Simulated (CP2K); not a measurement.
Two runs for the C K edge of mercaptopyrazine. Run A: CP2K XAS_TDP, all-electron GAPW, PBEh(45%), aug-cc-pVDZ, TDA, no relativity. Run B differs in one setting.

First lines with a strength over 0.0015. A:

```tsv
atom	energy (eV)	states	strength, one atom
C2 (bonded to C, N and S)	282.53	1	0.0561
	284.31	1	0.0038
	285.31	1	0.0351
	286.84	1	0.0035
	287.22	1	0.0020
C3 (bonded to C, N and H)	281.63	1	0.0494
	283.55	1	0.0044
	285.41	1	0.0129
	286.55	1	0.0051
	287.26	1	0.0040
C5 (bonded to C, N and H)	281.71	1	0.0502
	283.13	1	0.0039
	285.31	1	0.0118
	286.35	1	0.0033
	286.97	1	0.0035
C6 (bonded to C, N and H)	281.61	1	0.0530
	283.56	1	0.0034
	285.46	1	0.0125
	286.52	1	0.0021
	286.69	1	0.0023
```

B:

```tsv
atom	energy (eV)	states	strength, one atom
C2 (bonded to C, N and S)	287.49	1	0.0551
	289.27	1	0.0037
	290.26	1	0.0345
	291.80	1	0.0035
	292.17	1	0.0019
C3 (bonded to C, N and H)	287.11	1	0.0485
	289.04	1	0.0043
	290.90	1	0.0127
	292.03	1	0.0050
	292.75	1	0.0040
C5 (bonded to C, N and H)	287.28	1	0.0492
	288.71	1	0.0038
	290.89	1	0.0116
	291.92	1	0.0032
	292.55	1	0.0034
C6 (bonded to C, N and H)	287.24	1	0.0520
	289.19	1	0.0033
	291.09	1	0.0122
	292.15	1	0.0020
	292.32	1	0.0022
```

Question: Which was it: scalar relativity switched on, the functional, the basis, GW2X switched on?

GW2X switched on. GW2X shifts an atom's lines together and keeps their spacings. Against PBEh(45%) in aug-cc-pVDZ, the leading lines move by +4.96 eV (C2, to 287.49), +5.48 eV (C3, to 287.11), +5.57 eV (C5, to 287.28) and +5.63 eV (C6, to 287.24).

[Banner, clock and machine lines of the logs are left out without a mark of their own.]

[Logs are printed without paths, hosts, clocks, repeated set-up lines and the standing remarks that a program may print on its own settings, such as how far it seeks lower states.]

[Hosts, paths, dates, database ids (printed as entryN), source tags and the programs' standing remarks are cut or masked in the printed files.]
